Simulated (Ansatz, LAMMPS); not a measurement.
## Localised basis functions on glassy 77SiO2-6B2O3-8CaO-8MgO (mol %) (142 atoms)

Aim: test how closely localised support functions follow the reference on glassy 77SiO2-6B2O3-8CaO-8MgO (mol %) (142 atoms), and at what cost. A setting counts as converged where the r.m.s. difference of forces stays under 1 % of the r.m.s. force.

Main program and level: Ansatz 0.2.0; Kohn-Sham DFT, PBE, PAW (set soft_2), plane waves.

Most raw output is cut from this account.

**1. Starting point**

The cell holds 142 atoms: 37 Si, 6 B, 4 Ca, 4 Mg and 91 O. Its edges and angles: a = 12.128 Å, b = 12.128 Å, c = 12.128 Å, α = 90.0°, β = 90.0°, γ = 90.0°. 142 atoms (37 Si, 6 B, 4 Ca, 4 Mg, 91 O) placed at random at 2.31 g/cm³, melted at 3000 K for 20 ps at fixed volume with the Buckingham and Coulomb pair potential of Guillot and Sator (Geochim. Cosmochim. Acta 71, 1249 (2007)) with the boron terms of Wang et al. (J. Non-Cryst. Solids 498, 294 (2018)). Quenched from 3000 K to 300 K at 1000 K/ps and fixed volume, held 10 ps at zero pressure.

Before any run, some limits are plain. The quench rate of 1000 K/ps far exceeds what a furnace or splat quench reaches, so expect more defects and frozen-in strain than in a real sample. The network of bonds at the start is that of the classical potential that made the cell, and needn't be the one that DFT or experiment would give. The Brillouin zone is sampled at Γ only, in a cell whose shortest periodic width is 12 Å.

**2. Making the structure**

A classical potential supplies the starting structure, since it reaches far longer times than DFT.

This step: classical MD, Buckingham and Coulomb pair potential of Guillot and Sator (Geochim. Cosmochim. Acta 71, 1249 (2007)) with the boron terms of Wang et al. (J. Non-Cryst. Solids 498, 294 (2018)) (LAMMPS 22 Jul 2025 - Update 4).

Contents of in.lmp:

```
# melt-quench of Si37B6Ca4Mg4O91
units metal
atom_style charge
boundary p p p
region box block 0 12.6576 0 12.6576 0 12.6576
create_box 5 box
mass 1 28.0850   # Si
mass 2 10.8100   # B
mass 3 40.0780   # Ca
mass 4 24.3050   # Mg
mass 5 15.9990   # O
create_atoms 1 random 37 896136 NULL overlap 1.5 maxtry 2000
create_atoms 2 random 6 896143 NULL overlap 1.5 maxtry 2000
create_atoms 3 random 4 896150 NULL overlap 1.5 maxtry 2000
create_atoms 4 random 4 896157 NULL overlap 1.5 maxtry 2000
create_atoms 5 random 91 896164 NULL overlap 1.5 maxtry 2000
pair_style buck/coul/long 9.0
pair_coeff * * 0.0 1.0 0.0
pair_coeff 1 5 50306.10 0.161 46.2978   # Si-O
pair_coeff 2 5 206941.81 0.124 35.0018   # B-O
pair_coeff 3 5 155667.70 0.178 42.2597   # Ca-O
pair_coeff 4 5 32652.64 0.178 27.281   # Mg-O
pair_coeff 5 5 9022.79 0.265 85.0921   # O-O
pair_coeff 2 2 484.40 0.35 0.0   # B-B
pair_coeff 1 2 337.70 0.29 0.0   # Si-B
set type 1 charge 1.89
set type 2 charge 1.4175
set type 3 charge 0.945
set type 4 charge 0.945
set type 5 charge -0.945
kspace_style pppm 1.0e-4
neigh_modify delay 0 every 1 check yes
thermo_style custom step time temp pe press density
thermo_modify norm yes
# [... 17 lines left out ...]
fix md all nvt temp 3000 300 0.1
run 2700 post no
unfix md
thermo 3333
fix md all npt temp 300 300 0.1 iso 0 0 1
run 10000 post no
unfix md
write_dump all custom glass.dump id type xs ys zs modify sort id
```

Run with:

```bash
$ lmp -in in.lmp -log none -nocite
```

Elapsed: 25 s, on 1 thread of Arm Neoverse V1, shared host; peak memory 0.071 GiB.

**3. Plane-wave single point**

The first run fixes the reference, at a cutoff of 420 eV.

Contents of input.yaml:

```yaml
crystal:
  lattice:
    - [12.12836, 0.0, 0.0]
    - [0.0, 12.12836, 0.0]
    - [0.0, 0.0, 12.12836]
  atoms:
    - { symbol: Si, position: [0.38681, 0.70264, 0.74321] }
    - { symbol: Si, position: [0.09482, 0.03458, 0.34757] }
    - { symbol: Si, position: [0.28608, 0.66108, 0.11502] }
    - { symbol: Si, position: [0.45327, 0.33772, 0.8731] }
    - { symbol: Si, position: [0.00012, 0.98437, 0.99618] }
    - { symbol: Si, position: [0.70957, 0.61752, 0.8682] }
    - { symbol: Si, position: [0.22042, 0.07126, 0.65367] }
    - { symbol: Si, position: [0.72114, 0.24826, 0.89677] }
    - { symbol: Si, position: [0.49452, 0.93455, 0.76902] }
    - { symbol: Si, position: [0.17841, 0.83467, 0.72006] }
    - { symbol: Si, position: [0.02742, 0.64297, 0.18544] }
    - { symbol: Si, position: [0.75075, 0.06274, 0.56556] }
    - { symbol: Si, position: [0.8685, 0.32888, 0.33815] }
    - { symbol: Si, position: [0.9596, 0.81054, 0.80569] }
    - { symbol: Si, position: [0.452, 0.97958, 0.06124] }
    - { symbol: Si, position: [0.02644, 0.84949, 0.3599] }
    - { symbol: Si, position: [0.3049, 0.53821, 0.90996] }
    - { symbol: Si, position: [0.73037, 0.61998, 0.60657] }
    - { symbol: Si, position: [0.95848, 0.49548, 0.61353] }
    - { symbol: Si, position: [0.41579, 0.39482, 0.64305] }
    - { symbol: Si, position: [0.70417, 0.76034, 0.2284] }
    - { symbol: Si, position: [0.47996, 0.69122, 0.29475] }
    - { symbol: Si, position: [0.47956, 0.07199, 0.29117] }
    - { symbol: Si, position: [0.73894, 0.11634, 0.33841] }
    - { symbol: Si, position: [0.49844, 0.99383, 0.53592] }
    - { symbol: Si, position: [0.61021, 0.43232, 0.48709] }
    - { symbol: Si, position: [0.83117, 0.36326, 0.07892] }
    - { symbol: Si, position: [0.58423, 0.74936, 0.01818] }
    - { symbol: Si, position: [0.31301, 0.37425, 0.32911] }
    - { symbol: Si, position: [0.55863, 0.4977, 0.03556] }
    - { symbol: Si, position: [0.87023, 0.9657, 0.21181] }
    - { symbol: Si, position: [0.05738, 0.57657, 0.84803] }
    [... 104 atom lines left out ...]
    - { symbol: O, position: [0.00195, 0.11774, 0.97579] }
    - { symbol: O, position: [0.99387, 0.30009, 0.3207] }
    - { symbol: O, position: [0.1086, 0.33586, 0.64339] }
    - { symbol: O, position: [0.02741, 0.74856, 0.27224] }
    - { symbol: O, position: [0.7962, 0.9552, 0.63117] }
    - { symbol: O, position: [0.97771, 0.25097, 0.82719] }
kpoints:
  mp_grid: { grid: [1, 1, 1] }
hamiltonian:
  xc: pbe
scf:
  occupations: { method: fixed }
output:
  forces: true
  stress: true
  populations: true
  dos:
    method: { smearing: { sigma: 0.08 } }
    de: 0.1
    projected: { site_lists: { B: [B], Ca: [Ca], Mg: [Mg], O: [O], Si: [Si] } }
  eigenvalues: true
  write_density: true
  write_potential: true
  volumetric_format: npy
```

Run with:

```bash
$ ansatz run input.yaml --threads 4 --pin off --max-ram 8192MiB --backend cpu --events-out ev --progress --plain --runs-dir out
```

Wall time 66 s (4 threads of Arm Neoverse V1, shared host); peak memory 2.8 GiB.

The program notes that the exchange-correlation potential is rough where the density is thin.

The run gave:

* free energy: -91200.9047 eV
* free energy per atom: -642.2599 eV/atom
* SCF cycles: 9
* pressure: 1.428 GPa
* r.m.s. force component: 1.056 eV/Å
* longest force: 4.861 eV/Å
* Fermi energy: 4.65 eV
* gap (highest filled to lowest empty level): 3.166 eV
* spilling of the projection: 0.01276

The r.m.s. force component of 1.1 eV/Å sets the scale for the differences below.

**4. Support functions medium**

With localised support functions most steps grow linearly with size, though the diagonalisation grows faster unless the density matrix is cut; this run measures error and cost at this size. Besides, the program derives a nominal cutoff of 464 eV for this run, against the reference's 420.

This step: Kohn-Sham DFT, PBE, PAW (set soft_2), localised support functions (medium) (Ansatz 0.2.0).

input.yaml, the sections that differ from step 3:

```yaml
scf:
  occupations: { method: fixed }
  eigensolver: { kind: { support_functions: { accuracy: medium } } }
  max_iter: 150
output:
  forces: true
  eigenvalues: true
# crystal, kpoints, hamiltonian: as in step 3
```

Elapsed: 4.1 min, on 4 threads; peak memory 5.4 GiB; 16 min of CPU time.

The program notes that the band table was not solved further than the SCF left it and it switched symmetry off.

Keys that differ from the reference: support_functions.accuracy = "medium" and scf.max_iter = 150.

Forces differ from the reference by 0.89 meV/Å r.m.s., 0.085 % of their size, well within a tolerance of 1 %; the energy by -4.9 meV/atom. It took 4.1 min and 14 cycles; the reference's time can't be set against it, since the two runs asked for unlike analyses.

**5. Support functions low**

With localised support functions most steps grow linearly with size, though the diagonalisation grows faster unless the density matrix is cut; this run measures error and cost at this size.

This step: Kohn-Sham DFT, PBE, PAW (set soft_2), localised support functions (low) (Ansatz 0.2.0).

input.yaml, the sections that differ from step 4:

```yaml
scf:
  occupations: { method: fixed }
  eigensolver: { kind: { support_functions: { accuracy: low } } }
  max_iter: 150
# crystal, kpoints, hamiltonian, output: as in step 4
```

Wall time 3.6 min (4 threads); peak memory 5.4 GiB.

Keys that differ from the reference: support_functions.accuracy = "low" and scf.max_iter = 150.

Forces differ from the reference by 0.94 meV/Å r.m.s., 0.089 % of their size, well within a tolerance of 1 %; the energy by -4.9 meV/atom. It took 3.6 min and 13 cycles; the reference's time can't be set against it, since the two runs asked for unlike analyses.

**6. Support functions medium, radius 3.49 Å**

The radius confines each support function; a larger one gives more freedom and more work per atom. Besides, the program derives a nominal cutoff of 464 eV for this run, against the reference's 420.

This step: Kohn-Sham DFT, PBE, PAW (set soft_2), localised support functions (medium) (Ansatz 0.2.0).

input.yaml, the sections that differ from step 5:

```yaml
scf:
  occupations: { method: fixed }
  eigensolver: { kind: { support_functions: { accuracy: medium, radius: 3.49 } } }
  max_iter: 150
# crystal, kpoints, hamiltonian, output: as in step 5
```

Run time: 3.8 min. Hardware: 4 threads; peak memory 5.2 GiB; 15 min of CPU time.

Keys that differ from the reference: support_functions.accuracy = "medium", support_functions.radius = 3.49 and scf.max_iter = 150.

Forces differ from the reference by 0.91 meV/Å r.m.s., 0.086 % of their size, well within a tolerance of 1 %; the energy by -4.9 meV/atom. It took 3.8 min and 14 cycles; the reference's time can't be set against it, since the two runs asked for unlike analyses.

**7. Support functions medium, radius 3.05 Å**

The radius confines each support function; a larger one gives more freedom and more work per atom.

input.yaml, the sections that differ from step 6:

```yaml
scf:
  occupations: { method: fixed }
  eigensolver: { kind: { support_functions: { accuracy: medium, radius: 3.05 } } }
  max_iter: 150
# crystal, kpoints, hamiltonian, output: as in step 6
```

The job ended after 8 s (4 threads; peak memory 0.42 GiB).

The program refuses radii under 3.42 Å for these atoms at this level.

**8. The ladder side by side**

Differences are against the plane-wave reference (Kohn-Sham DFT, PBE, PAW (set soft_2), plane waves), whose r.m.s. force component is 1.06 eV/Å. Energies are set beside the reference only for runs with its functional, potentials and electron count. Times are for 4 threads of Arm Neoverse V1, shared host. The reference's time includes the DOS, the stress and grids, which some other runs skip.

| run | Δ force, r.m.s. (meV/Å) | share of r.m.s. force (%) | Δ energy (meV/atom) | Δ gap (eV) | cycles | time | host memory (GiB) |
| --- | --- | --- | --- | --- | --- | --- | --- |
| reference | - | - | - | - | 9 | 66 s | 2.8 |
| support functions medium | 0.893 | 0.0846 | -4.90 | 5.0e-4 | 14 | 4.1 min | 5.4 |
| support functions low | 0.936 | 0.0887 | -4.90 | 4.0e-4 | 13 | 3.6 min | 5.4 |
| support functions medium, radius 3.49 Å | 0.914 | 0.0865 | -4.90 | 4.0e-4 | 14 | 3.8 min | 5.2 |

**9. The reference in detail**

With the settings judged, the reference run is read for its physics.

Neighbours are counted within 2.12 Å (O-Si), 1.83 Å (O-B), 2.88 Å (O-Ca), 2.43 Å (O-Mg), cutoffs set anew for this text.

Length of the force by element and coordination:

| element | coordination | atoms | mean length of the force (eV/Å) | spread | least | most |
| --- | --- | --- | --- | --- | --- | --- |
| B | all | 6 | 1.78 | 1.07 | 1.03 | 4.10 |
| B | 3 | 2 | 1.37 | 0.073 | 1.30 | 1.44 |
| B | 4 | 4 | 1.98 | 1.26 | 1.03 | 4.10 |
| Ca | all | 4 | 1.17 | 0.239 | 0.867 | 1.50 |
| Ca | 6 | 3 | 1.22 | 0.262 | 0.867 | 1.50 |
| Ca | 7 | 1 | 1.04 | 0 | 1.04 | 1.04 |
| Mg | all | 4 | 1.87 | 0.665 | 1.07 | 2.63 |
| Mg | 4 | 3 | 2.14 | 0.549 | 1.37 | 2.63 |
| Mg | 5 | 1 | 1.07 | 0 | 1.07 | 1.07 |
| O | all | 91 | 1.32 | 0.669 | 0.172 | 4.01 |
| O | 2 | 63 | 1.31 | 0.678 | 0.172 | 4.01 |
| O | 3 | 26 | 1.31 | 0.653 | 0.214 | 2.47 |
| O | 4 | 2 | 1.6 | 0.487 | 1.11 | 2.09 |
| Si | all | 37 | 2.30 | 0.957 | 0.219 | 4.86 |

Löwdin charges by element and coordination (they lack the spilled electrons, 0.071 e an atom on average):

| element | coordination | atoms | mean charge (e) | spread | least | most |
| --- | --- | --- | --- | --- | --- | --- |
| B | all | 6 | 0.597 | 0.0542 | 0.499 | 0.682 |
| B | 3 | 2 | 0.652 | 0.0305 | 0.621 | 0.682 |
| B | 4 | 4 | 0.569 | 0.0406 | 0.499 | 0.600 |
| Ca | all | 4 | 1.78 | 0.0102 | 1.77 | 1.80 |
| Ca | 6 | 3 | 1.79 | 0.0093 | 1.78 | 1.80 |
| Ca | 7 | 1 | 1.77 | 0 | 1.77 | 1.77 |
| Mg | all | 4 | 1.64 | 0.0162 | 1.62 | 1.66 |
| Mg | 4 | 3 | 1.63 | 0.0084 | 1.62 | 1.64 |
| Mg | 5 | 1 | 1.66 | 0 | 1.66 | 1.66 |
| O | all | 91 | -0.786 | 0.119 | -1.08 | -0.569 |
| O | 2 | 63 | -0.748 | 0.084 | -0.985 | -0.569 |
| O | 3 | 26 | -0.870 | 0.137 | -1.08 | -0.587 |
| O | 4 | 2 | -0.904 | 0.172 | -1.08 | -0.732 |
| Si | all | 37 | 1.74 | 0.0416 | 1.63 | 1.80 |

States in the cell by windows of 1 eV, zero at the Fermi level; the larger projections on atomic orbitals stand beside the total:

| from (eV) | to (eV) | total | O p | Si p |
| --- | --- | --- | --- | --- |
| -14 | -12 | 0.0 | 0.0 | 0.0 |
| -12 | -11 | 3.7 | 2.5 | 0.1 |
| -11 | -10 | 17.4 | 11.6 | 0.8 |
| -10 | -9 | 22.9 | 15.6 | 1.6 |
| -9 | -8 | 27.7 | 19.8 | 3.0 |
| -8 | -7 | 47.8 | 35.8 | 7.7 |
| -7 | -6 | 39.5 | 30.5 | 5.9 |
| -6 | -5 | 50.2 | 40.8 | 4.3 |
| -5 | -4 | 79.2 | 69.2 | 4.3 |
| -4 | -3 | 88.8 | 81.3 | 3.1 |
| -3 | -2 | 92.7 | 87.5 | 2.1 |
| -2 | -1 | 55.7 | 53.3 | 0.8 |
| -1 | 0 | 19.5 | 18.5 | 0.4 |
| 0 | 1 | 0.9 | 0.8 | 0.0 |
| 1 | 3 | 0.0 | 0.0 | 0.0 |
| 3 | 4 | 3.4 | 0.2 | 0.5 |
| 4 | 5 | 22.4 | 1.6 | 3.4 |

The curve was stored every 0.100 eV, coarse against its broadening of 0.08 eV, so these counts are rough.

With fixed occupations the program's Fermi level is the highest filled level; weight inside the gap is the broadening of levels at its edges.

Between -26 and -14 eV lie 206 more states.

The stored curve holds about 752 of the 792 electrons; the rest, give or take the few that broadening carries across the Fermi level, lie in deeper levels below its range.

The levels nearest the highest filled one (over half full), pooled over k-points and spins:

| level less the highest filled one (eV) | occupation |
| --- | --- |
| -0.632 | 2 |
| -0.560 | 2 |
| -0.415 | 2 |
| -0.356 | 2 |
| -0.305 | 2 |
| 0 | 2 |
| 3.17 | 0 |
| 3.98 | 0 |
| 4.15 | 0 |
| 4.40 | 0 |
| 4.46 | 0 |
| 4.52 | 0 |

Valence density in the ab plane at fractional z = 0.280, with atoms of Si and B and Mg and O within 0.2 Å of it. It is the smooth field of the valence electrons, not physical close to the nuclei.

Values in units of 1e0 e/Å³, 13 rows by 16 columns, each cell a mean:
```
2.7 0.2 0.1 0.0 0.0 0.0 0.1 0.2 0.1 0.0 0.0 0.1 0.3 0.3 0.6 4.1
0.5 0.1 0.1 0.0 0.0 0.0 0.0 0.0 0.1 0.2 0.1 0.4 2.5 0.9 0.2 0.5
2.3 0.7 0.0 0.0 0.0 0.0 0.0 0.1 1.2 2.8 0.5 0.3 0.7 0.2 0.1 0.5
4.2 1.1 0.1 0.0 0.0 0.2 0.4 0.2 0.9 1.3 0.4 0.8 1.2 0.2 0.1 0.7
0.4 0.1 0.0 0.0 0.0 0.3 0.5 0.3 0.9 0.5 0.2 2.0 4.4 0.5 0.1 0.2
2.3 0.3 0.0 0.0 0.0 0.0 0.1 0.4 3.3 2.1 0.2 0.7 0.8 0.1 0.1 1.4
1.9 0.2 0.0 0.1 0.1 0.1 0.5 0.7 0.9 0.6 0.2 7.4 5.5 0.1 0.1 1.1
0.1 0.1 0.1 0.2 0.3 0.4 3.5 3.9 0.7 0.5 0.3 0.2 0.3 0.3 0.1 0.1
1.0 0.1 0.1 0.9 1.1 0.3 0.6 0.6 0.1 0.1 0.1 0.1 0.3 0.7 0.4 1.0
0.9 0.1 0.1 0.3 0.3 0.1 0.3 0.2 0.0 0.0 0.0 0.0 0.2 0.2 0.2 0.9
0.1 0.1 0.2 0.1 0.1 0.2 1.8 1.5 0.2 0.6 0.5 0.2 0.2 0.1 0.0 0.0
0.1 0.7 2.7 0.8 0.1 0.1 0.5 0.6 0.5 3.7 2.9 0.4 1.1 1.0 0.1 0.0
0.6 0.5 1.0 0.3 0.0 0.0 0.2 0.3 0.3 0.5 0.4 0.2 0.5 0.6 0.3 0.8
```
Columns run along a (12.1 Å), rows up along b (12.1 Å). Atoms in or near the plane, at fractional coordinates: Si at (0.48, 0.69), Si at (0.48, 0.07), B at (0.54, 0.46), Mg at (0.74, 0.50), O at (0.43, 0.41), O at (0.61, 0.11), O at (0.98, 0.96), O at (0.76, 0.65), O at (0.03, 0.75).

Electrostatic potential energy in the ab plane at fractional z = 0.280, with atoms of Si and B and Mg and O within 0.2 Å of it. With pseudopotentials it is smooth inside the atoms' cores, unlike the true potential.

Ten even steps from '0' (-41 eV) to '9' (11 eV), each cell a mean:
```
0588899999999998888999999998755610
2688999999999999999999999988766731
7788999999999999999999999633788887
7778999999999999999999988634899988
5579999999999999986237755678999998
0038999999999986563126622479999995
1149999999999851004678755579999996
7789999999999740003799985115999998
8889999999999874335899995104999998
7899999999999998841279998668999998
1489999999999999841279876568999983
2489999999999999864578750016899983
8889999999999866610058750026899998
9988999987667300330168887678899999
9999999985225411577788998888777899
8999999865336888999999999987645788
3799999877778999999999999998645774
7999999999999999999999999999878897
9999999999999867999999998899999999
9999999999999523789988887778999999
9999767999999854457511475457899999
9987314899999850003300375444699999
8866547999999840003766887776788999
6766789999999874346899999888777875
```
Columns run along a (12.1 Å; values clipped at the 3rd and 97th percentile), rows up along b (12.1 Å). Atoms in or near the plane, at fractional coordinates: Si at (0.48, 0.69), Si at (0.48, 0.07), B at (0.54, 0.46), Mg at (0.74, 0.50), O at (0.43, 0.41), O at (0.61, 0.11), O at (0.98, 0.96), O at (0.76, 0.65), O at (0.03, 0.75).

Mean Löwdin charges: B +0.60, Ca +1.78, Mg +1.64, O -0.79, Si +1.74 e (they miss 1.3 % of the electrons, so they add up to more than the cell's charge).

(Part 1 of 2 ends here.)

[Logs are printed without paths, hosts, clocks, repeated set-up lines and the standing remarks that a program may print on its own settings, such as how far it seeks lower states.]

[Hosts, paths, dates, database ids (printed as entryN), source tags and the programs' standing remarks are cut or masked in the printed files.]
